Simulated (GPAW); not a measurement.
# How KZnF3 absorbs and reflects light, part 2 of 2

Aim: the dielectric function of KZnF3, and the optical constants that follow from it.

GPAW 26.7.0; DFT, LDA, plane-wave PAW (GPAW data sets), scalar-relativistic, RPA, optical limit.

So far. Step 2 (Ground state): There is a gap, 3.56 eV on this mesh (points off the mesh can give less), so no carriers' term is needed.

## (4) Dielectric function, RPA

Transitions between filled and empty bands, summed over the zone, give the optical response, so mesh, band count and broadening shape it.

The induced potential is part of this response.

This step: DFT, LDA, plane-wave PAW (GPAW data sets), scalar-relativistic, RPA, optical limit (GPAW 26.7.0).

Contents of df.py:

```python
from gpaw.response.df import DielectricFunction

df = DielectricFunction('full.gpw', frequencies={'type': 'nonlinear', 'domega0': 0.03, 'omega2': 8},
                        ecut=50,
                        eta=0.15,
                        nbands=45,
                        txt='df.txt')
for direction in ['x']:
    df.get_dielectric_function(xc='RPA', direction=direction, filename=f'df_{direction}.csv')
```

The run is started by

```
$ OMP_NUM_THREADS=1 python df.py
```

What it wrote:

```text
Using integrator: PointIntegrator
NonLinearFrequencyDescriptor(from 0.000 to 56.140 eV, 480 points)
Nonperiodic BCs:  [False False False]
Using integrator: PointIntegrator
NonLinearFrequencyDescriptor(from 0.000 to 56.140 eV, 480 points)
Nonperiodic BCs:  [False False False]

Calculating chi0 body with:
    Ground state adapter containing:
    Number of spins: 1
    Number of kpoints: 512
    Number of irreducible kpoints: 35
    Number of completely occupied states: 21
    Number of partially occupied states: 21

    Linear response parametrization:
    q_c: [0.0, 0.0, 0.0]
    Number of frequency points: 480
    Planewave cutoff: 50.0
    Number of bands: 45
    Number of planewaves: 57
    Broadening (eta): 0.15

Integrating chi0 body.

Symmetries of q_c:
    Direct symmetries (Uq -> q): 48
    Indirect symmetries (TUq -> q): 0
In total 48 allowed symmetries.

35 groups of equivalent kpoints. 93.1640625% reduction.

Integral kind: spectral function

Calculating chi0 optical extensions with:
    Ground state adapter containing:
    Number of spins: 1
    Number of kpoints: 512
    Number of irreducible kpoints: 35
    Number of completely occupied states: 21
    Number of partially occupied states: 21

    Linear response parametrization:
    Number of frequency points: 480
    Planewave cutoff: 50.0
    Number of bands: 45
    Number of planewaves: 57
    Broadening (eta): 0.15
Integrating chi0 head and wings.

Symmetries of q_c:
    Direct symmetries (Uq -> q): 48
    Indirect symmetries (TUq -> q): 0
In total 48 allowed symmetries.

35 groups of equivalent kpoints. 93.1640625% reduction.

Integral kind: spectral function wings
```

It took 9.9 s on 1 thread of Arm Neoverse V2, shared host; peak memory 0.32 GiB.

Read-outs, printed or worked out from the files:

```
electronic dielectric constant ε∞, mean over x, y and z (by symmetry where fewer were run) : 2.312
main peak of Im epsilon, first axis                                                        : 12.96 eV
```

Some rows of df_x.csv (energy; Re and Im without local fields; Re and Im with them):

```text
0.000000, 2.411096, 0.000000, 2.311739, 0.000000
0.555532, 2.414855, 0.002043, 2.315385, 0.001982
1.143969, 2.427286, 0.004339, 2.327449, 0.004213
1.768324, 2.450926, 0.007117, 2.350422, 0.006922
2.431988, 2.490116, 0.010799, 2.388590, 0.010532
3.138794, 2.552945, 0.016319, 2.449989, 0.015980
3.893091, 2.657037, 0.026343, 2.552224, 0.025951
4.699832, 2.854845, 0.053525, 2.747981, 0.053208
5.564682, 3.368893, 0.381431, 3.261399, 0.383508
6.494155, 3.151361, 1.200421, 3.037150, 1.208826
7.495775, 2.452657, 1.355396, 2.316043, 1.370454
8.578281, 2.232608, 1.118899, 2.074930, 1.129791
9.751884, 2.415786, 1.024022, 2.211178, 1.025141
11.028587, 1.847597, 1.625921, 1.663843, 1.584246
12.422601, 2.515117, 1.288196, 2.193450, 1.146637
13.950874, 1.544226, 1.399164, 1.370722, 1.344522
15.633783, 1.161388, 1.720262, 0.997342, 1.623297
17.496047, 1.192402, 1.052902, 0.826509, 1.065570
19.567954, 1.542017, 1.957328, 1.088062, 0.889861
```

The Im ε, E ∥ x has structure finer than the step of the table below, so its rows give means over 0.5 eV, whole bins alone (the curve runs from 0 to 19.9 eV). Peaks (eV: height): 6.71: 1.31, 7.27: 1.79, 10.81: 1.77, 12.92: 1.95, 15.25: 1.73.

Values under the direct gap are tails of Lorentzian lines. Table of Im ε, E ∥ x by photon energy; means over each step:

| photon energy (eV) | Im ε, E ∥ x |
| --- | --- |
| 0.5 | 0.00178 |
| 1.0 | 0.00365 |
| 1.5 | 0.00571 |
| 2.0 | 0.00809 |
| 2.5 | 0.0110 |
| 3.0 | 0.0148 |
| 3.5 | 0.0201 |
| 4.0 | 0.0283 |
| 4.5 | 0.0437 |
| 5.0 | 0.0895 |
| 5.5 | 0.364 |
| 6.0 | 0.747 |
| 6.5 | 1.14 |
| 7.0 | 1.24 |
| 7.5 | 1.47 |
| 8.0 | 1.34 |
| 8.5 | 1.20 |
| 9.0 | 1.02 |
| 9.5 | 1.05 |
| 10.0 | 1.12 |
| 10.5 | 1.48 |
| 11.0 | 1.63 |
| 11.5 | 1.24 |
| 12.0 | 0.966 |
| 12.5 | 1.27 |
| 13.0 | 1.82 |
| 13.5 | 1.55 |
| 14.0 | 1.31 |
| 14.5 | 1.36 |
| 15.0 | 1.64 |
| 15.5 | 1.67 |
| 16.0 | 1.43 |
| 16.5 | 1.38 |
| 17.0 | 1.27 |
| 17.5 | 1.06 |
| 18.0 | 0.959 |
| 18.5 | 0.921 |
| 19.0 | 0.862 |
| 19.5 | 0.887 |

The Re ε, E ∥ x by photon energy:

photon energy (eV), Re ε, E ∥ x and a bar from the least value:
```
      0.0       2.31 ###################
      0.5       2.31 ###################
      1.0       2.32 ###################
      1.5       2.34 ####################
      2.0       2.36 ####################
      2.5       2.39 ####################
      3.0       2.44 #####################
      3.5       2.49 #####################
      4.0       2.57 ######################
      4.5       2.69 ########################
      5.0       2.87 ##########################
      5.5       3.20 ##############################
      6.0       3.08 #############################
      6.5       3.03 ############################
      7.0       2.92 ###########################
      7.5       2.32 ###################
      8.0       2.15 #################
      8.5       2.01 ###############
      9.0       2.01 ###############
      9.5       2.11 #################
     10.0       2.24 ##################
     10.5       2.30 ###################
     11.0       1.69 ############
     11.5       1.51 #########
     12.0       1.83 #############
     12.5       2.24 ##################
     13.0       1.71 ############
     13.5       1.38 ########
     14.0       1.37 ########
     14.5       1.62 ###########
     15.0       1.52 ##########
     15.5       1.12 #####
     16.0       0.97 ###
     16.5       1.04 ####
     17.0       0.74 
     17.5       0.83 #
     18.0       0.89 ##
     18.5       0.96 ###
     19.0       1.02 ####
     19.5       1.08 ####
```

The Im ε, E ∥ x has structure finer than the step of the table below, so its rows give means over 1 eV, whole bins alone (the curve runs from 0 to 19.9 eV). Peaks (eV: height): without local fields 6.7: 1.29, 7.3: 1.77, 10.8: 1.86, 12.9: 2.24, 15.1: 1.90; with local fields 6.7: 1.31, 7.3: 1.79, 10.8: 1.77, 12.9: 1.95, 15.2: 1.73.

Values under the direct gap are tails of Lorentzian lines. The Im ε, E ∥ x by photon energy; means over each step:

| photon energy (eV) | without local fields | with local fields |
| --- | --- | --- |
| 1 | 0.00379 | 0.00368 |
| 2 | 0.00838 | 0.00816 |
| 3 | 0.0153 | 0.0150 |
| 4 | 0.0295 | 0.0291 |
| 5 | 0.113 | 0.113 |
| 6 | 0.751 | 0.757 |
| 7 | 1.31 | 1.32 |
| 8 | 1.31 | 1.32 |
| 9 | 1.06 | 1.07 |
| 10 | 1.18 | 1.16 |
| 11 | 1.60 | 1.55 |
| 12 | 1.11 | 1.04 |
| 13 | 1.88 | 1.67 |
| 14 | 1.43 | 1.35 |
| 15 | 1.78 | 1.61 |
| 16 | 1.58 | 1.45 |
| 17 | 1.30 | 1.26 |
| 18 | 1.02 | 0.970 |
| 19 | 1.55 | 0.883 |

Values under the direct gap are tails of Lorentzian lines. Table of loss function −Im 1/ε at q → 0, E ∥ x by energy loss; read off at these points:

| energy loss (eV) | loss function −Im 1/ε at q → 0, E ∥ x |
| --- | --- |
| 0.00 | 0 |
| 0.50 | 3.3e-4 |
| 1.00 | 6.8e-4 |
| 1.50 | 0.00104 |
| 2.00 | 0.00145 |
| 2.50 | 0.00191 |
| 3.00 | 0.00248 |
| 3.50 | 0.00321 |
| 4.00 | 0.00424 |
| 4.50 | 0.00594 |
| 5.00 | 0.00996 |
| 5.50 | 0.0296 |
| 6.00 | 0.0765 |
| 6.50 | 0.114 |
| 7.00 | 0.105 |
| 7.50 | 0.189 |
| 8.00 | 0.209 |
| 8.50 | 0.214 |
| 8.77 | 0.224 |
| 9.00 | 0.197 |
| 9.50 | 0.191 |
| 10.00 | 0.177 |
| 10.50 | 0.196 |
| 11.00 | 0.296 |
| 11.40 | 0.328 |
| 11.50 | 0.325 |
| 12.00 | 0.221 |
| 12.50 | 0.191 |
| 13.00 | 0.290 |
| 13.50 | 0.359 |
| 13.69 | 0.369 |
| 14.00 | 0.364 |
| 14.50 | 0.305 |
| 15.00 | 0.328 |
| 15.50 | 0.410 |
| 16.00 | 0.477 |
| 16.50 | 0.463 |
| 17.00 | 0.590 |
| 17.17 | 0.604 |
| 17.50 | 0.586 |
| 18.00 | 0.563 |
| 18.50 | 0.523 |
| 19.00 | 0.479 |
| 19.50 | 0.455 |

The refractive index n and extinction k by photon energy:

| photon energy (eV) | n | k |
| --- | --- | --- |
| 0.0 | 1.52 | 0 |
| 0.5 | 1.52 | 5.8e-4 |
| 1.0 | 1.52 | 0.00120 |
| 1.5 | 1.53 | 0.00186 |
| 2.0 | 1.54 | 0.00263 |
| 2.5 | 1.55 | 0.00354 |
| 3.0 | 1.56 | 0.00471 |
| 3.5 | 1.58 | 0.00632 |
| 4.0 | 1.60 | 0.00875 |
| 4.5 | 1.64 | 0.0131 |
| 5.0 | 1.70 | 0.0243 |
| 5.5 | 1.79 | 0.0855 |
| 6.0 | 1.77 | 0.218 |
| 6.5 | 1.77 | 0.341 |
| 7.0 | 1.73 | 0.290 |
| 7.5 | 1.58 | 0.432 |
| 8.0 | 1.53 | 0.440 |
| 8.5 | 1.47 | 0.388 |
| 9.0 | 1.46 | 0.339 |
| 9.5 | 1.50 | 0.358 |
| 10.0 | 1.54 | 0.359 |
| 10.5 | 1.58 | 0.454 |
| 11.0 | 1.42 | 0.571 |
| 11.5 | 1.32 | 0.470 |
| 12.0 | 1.39 | 0.336 |
| 12.5 | 1.55 | 0.404 |
| 13.0 | 1.47 | 0.666 |
| 13.5 | 1.31 | 0.584 |
| 14.0 | 1.28 | 0.515 |
| 14.5 | 1.37 | 0.501 |
| 15.0 | 1.37 | 0.604 |
| 15.5 | 1.26 | 0.677 |
| 16.0 | 1.16 | 0.619 |
| 16.5 | 1.18 | 0.589 |
| 17.0 | 1.05 | 0.604 |
| 17.5 | 1.04 | 0.511 |
| 18.0 | 1.05 | 0.457 |
| 18.5 | 1.07 | 0.432 |
| 19.0 | 1.08 | 0.389 |
| 19.5 | 1.11 | 0.398 |

Optical constants at common wavelengths, from n + ik = √ε:

| wavelength (nm) | n | k | R (%) | 1/α |
| --- | --- | --- | --- | --- |
| 1550 | 1.52 | 0.001 | 4.3 | 130 µm |
| 1064 | 1.53 | 0.001 | 4.3 | 60 µm |
| 800 | 1.53 | 0.002 | 4.4 | 33 µm |
| 450 | 1.55 | 0.004 | 4.7 | 8.7 µm |
| 405 | 1.56 | 0.005 | 4.8 | 6.6 µm |
| 248 | 1.70 | 0.024 | 6.7 | 813 nm |
| 193 | 1.80 | 0.312 | 9.3 | 49 nm |

Below the direct gap, k and the depth come from the tails of the Lorentzian lines, not from transitions.

Rows near the edge hang on the gap, which this functional as a rule makes too small, and phonon-assisted absorption is left out.

## (5) Results

* electronic dielectric constant ε∞, mean over x, y and z (by symmetry where fewer were run) (RPA): 2.31
* main peak of Im epsilon, first axis: 13.0 eV

At this level (LDA, RPA) KZnF3 has ε∞ = 2.31 and n = 1.52 at 1550 nm, and Im ε peaks at 13.0 eV. On the mesh the gap is 3.56 eV and the least direct gap 5.39 eV, so on this mesh the band edges lie at different points. Local fields change the static value along x from 2.41 to 2.31 (-4 %). Distinct maxima of Im ε, read by a parabola through the highest points, lie at 7.26 eV (1.8), 10.80 eV (1.8), 12.96 eV (2.0) and 15.21 eV (1.7). Excitons and phonon-assisted transitions are missing; LDA gaps are as a rule too small, which pulls the onset down and ε∞ up. The sum runs over mesh points, so small or evenly spaced maxima can still be ripples of the mesh. In this version of GPAW the matrix elements of the optical limit are incomplete, which can lower ε − 1 by up to a tenth where first-row anions or d states rule, and shift it by more in d metals.

[Machine, clock and banner lines and Python warnings are left out of the logs.]

[Logs are printed without paths, hosts, clocks, repeated set-up lines and the standing remarks that a program may print on its own settings, such as how far it seeks lower states.]

[Hosts, paths, dates, database ids (printed as entryN), source tags and the programs' standing remarks are cut or masked in the printed files.]
